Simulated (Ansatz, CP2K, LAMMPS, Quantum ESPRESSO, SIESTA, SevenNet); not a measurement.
**Amorphous carbon at 2.99 g/cm³ (96 atoms): relaxed, then solved by several programs**

What does relaxation change in amorphous carbon at 2.99 g/cm³ (96 atoms), and how far do other programs agree with plane waves on the relaxed cell?

These are calculated values.

## 1. Set-up

The cell holds 96 atoms (96 C), with edges of 8.62, 8.62 and 8.62 Å. Recipe: 96 atoms (96 C) placed at random at 2.99 g/cm³, melted at 6000 K for 10 ps at fixed volume with the LCBOP (Los and Fasolino, Phys. Rev. B 68, 024107 (2003)). Quenched from 6000 K to 300 K at 200 K/ps and fixed volume, held 5 ps, then minimised at fixed cell. Then the atoms were relaxed with SevenNet 0 in the fixed cell. Then the atoms were relaxed with CP2K double zeta, PBE.

## 2. The relaxation

CP2K double zeta (DZVP-MOLOPT-SR, GTH-PBE potentials, 360 Ry; k-points Γ) took 29 geometry steps and reached its thresholds. It started from the geometry that SevenNet 0 had relaxed.

The job ended after 32 min (4 MPI ranks of Intel Xeon Platinum 8488C (Sapphire Rapids), shared host; peak memory 2 GiB).

```
                                before           after
     energy (meV/atom)               0          -106.1
C-C bonds under 1.85 Å  170 at 1.517 Å  174 at 1.534 Å
```

Atoms moved by 0.21 Å r.m.s. and 0.81 Å at most, with the common shift taken off.

## 3. Local order after relaxation

Density 2.99 g/cm³, 6.670 Å³ an atom.

Pair distribution function in bins of 0.2 Å:

```
r (Å)  total
 1.30   0.30
 1.50   3.19
 1.70   0.62
 1.90   0.05
 2.10   0.14
 2.30   0.98
 2.50   1.81
 2.70   1.34
 2.90   0.98
 3.10   0.92
 3.30   0.83
 3.50   1.00
 3.70   1.16
 3.90   1.06
 4.10   0.87
```

Bonds by pair of elements; cutoffs follow the first minimum of g(r), held within bounds set by covalent radii, and pairs that aren't listed don't count as bonded:

```
pair A-B  cutoff (Å)  bonds  mean length (Å)  spread (Å)  shortest (Å)  B about A  A about B
     C-C        1.85    174             1.53       0.089          1.31       3.62       3.62
```

How many atoms have how many bonded neighbours:

```
element  mean  2   3   4
      C  3.62  1  34  61
```

Bond angles, per cent of each kind in bins of 5°:

```
angle (°)  C-C-C
    75–80    0.4
    80–85    1.1
    85–90    2.6
    90–95    3.6
   95–100    7.5
  100–105   15.4
  105–110   16.2
  110–115   17.3
  115–120   14.1
  120–125    8.7
  125–130    7.2
  130–135    2.8
  135–140    2.4
  140–145    0.9
```

Bond angles (no mean is given where the spread exceeds 20°):

```
angle  count  mean (°)  spread (°)
C-C-C    469       111        11.8
```

Bond length by coordination (bonds to H left out):

```
element  coordination  atoms  mean bond length (Å)
      C             2      1                  1.54
      C             3     34                  1.46
      C             4     61                  1.56
```

Rings of the network by King's shortest-path rule, up to 12 atoms, one path for each pair of neighbours; H, halogens, alkali and alkaline-earth atoms are left out, and the last column divides by all other atoms, bonded or not:

```
ring size (atoms)  rings  per network atom
                4      6             0.062
                5     25              0.26
                6     33             0.344
                7     36             0.375
                8     30             0.312
                9      6             0.062
               10      2             0.021
```

Counting bonds as in the table, 64 % of C atoms have 4 bonded neighbours. The C-C-C angle averages 111° with a spread of 12°. Read as hybridisation, 64 % of the carbon is sp3 and 35 % sp2. Bonds at C atoms with 3 neighbours average 1.46 Å, against 1.56 Å at those with 4. Rings of 7 atoms are the most common (26 % of those counted); sizes run from 4 to 10.

## 4. The plane-wave reference

Quantum ESPRESSO 7.5: Kohn-Sham DFT, PBE, SSSP efficiency 1.3.0 pseudopotentials, plane waves. Its input for the relaxed cell:

```
&control
  calculation = 'scf'
  pseudo_dir = './pseudo'
  outdir = './tmp'
  disk_io = 'none'
  tprnfor = .true.
  tstress = .true.
/
&system
  ibrav = 0
  nat = 96
  ntyp = 1
  ecutwfc = 45
  ecutrho = 360
  nosym = .true.
  occupations = 'smearing'
  smearing = 'fd'
  degauss = 0.003675
/
&electrons
  conv_thr = 4.8e-07
  electron_maxstep = 100
  mixing_beta = 0.2
  mixing_mode = 'local-TF'
  diagonalization = 'david'
/
ATOMIC_SPECIES
C 12.011 C.upf
CELL_PARAMETERS angstrom
8.61940 0.00000 0.00000
0.00000 8.61940 0.00000
0.00000 0.00000 8.61940
ATOMIC_POSITIONS crystal
C 0.02827 0.57890 0.08990
C 0.42418 0.75527 0.97698
C 0.05100 0.68300 0.37567
[... 91 atom lines left out ...]
C 0.53100 0.45246 0.52049
C 0.23582 0.94391 0.07958
K_POINTS gamma
```

Run time: 49 s. Hardware: 4 MPI ranks of Intel Xeon Platinum 8488C (Sapphire Rapids), shared host; peak memory 1.7 GiB.

## 5. Side by side

CPU times are from a shared host and are rough.

| level | basis or training data | k-points | own r.m.s. force (meV/Å) | difference from the reference (meV/Å) | pressure (GPa) | CPU time | memory (GiB) |
| --- | --- | --- | --- | --- | --- | --- | --- |
| QE, PBE | plane waves, SSSP efficiency, 45/360 Ry | Γ | 27 | - | 3.74 | 3.2 min | 1.7 |
| CP2K triple zeta, PBE | TZV2P-UZH, GTH-PBE potentials, 450 Ry | Γ | 36 | 21 | 4.14 | 25 min | 3.5 |
| SIESTA DZP, PBE | DZP orbitals, shift 0.01 Ry, mesh 250 Ry | Γ | 202 | 212 | 10.49 | 7.4 min | 1.7 |
| SevenNet 0 | trained on PBE(+U) plane-wave data | - | 600 | 603 | 0.72 | 9.4 s | 1.5 |

## 6. What came out

Relaxation in the fixed cell lowers the energy by 106 meV/atom at its own level and moves atoms by up to 0.81 Å. By the cutoffs of the final cell 5 bonds formed and 1 was lost, leaving 174. The reference finds an r.m.s. force of 27 meV/Å there and a pressure of 3.74 GPa, at a geometry that CP2K double zeta made.

Forces differ from the reference's by 21 meV/Å (CP2K triple zeta, PBE), 212 meV/Å (SIESTA DZP, PBE) and 603 meV/Å (SevenNet 0). CP2K double zeta is at its own minimum here, so the reference's force is itself a measure of how the two differ. Pressures lie -3.0 GPa (SevenNet 0), +0.4 GPa (CP2K triple zeta, PBE) and +6.7 GPa (SIESTA DZP, PBE) from the reference's. The levels on either side of half filling lie 0.22 eV apart in the reference, but the smearing leaves some partly filled, so none is tabled. Counting bonds as in the table, 64 % of C atoms have 4 bonded neighbours. Read as hybridisation, 64 % of the carbon is sp3 and 35 % sp2.

**Limits.** The density was set by the recipe and held. One sample of a disordered cell; defect or tail levels can set the gap. The quench rate of 200 K/ps is many orders above laboratory rates, so the cell is likely richer in defects and strain than a real sample. The reference samples only Γ, in a cell whose shortest periodic width is 9 Å. The plane-wave runs aren't exact: their cutoffs and mesh weren't converged further here. SIESTA's automatically made basis is far from complete, and its potentials were converted by us (checked for H, C, O, Si, Ge and Ca alone). Where levels are smeared, the DFT runs use Fermi–Dirac occupations at 580 K (0.05 eV), and energies are free energies.

[Logs are printed without paths, hosts, clocks, repeated set-up lines and the standing remarks that a program may print on its own settings, such as how far it seeks lower states.]

[Hosts, paths, dates, database ids (printed as entryN), source tags and the programs' standing remarks are cut or masked in the printed files.]
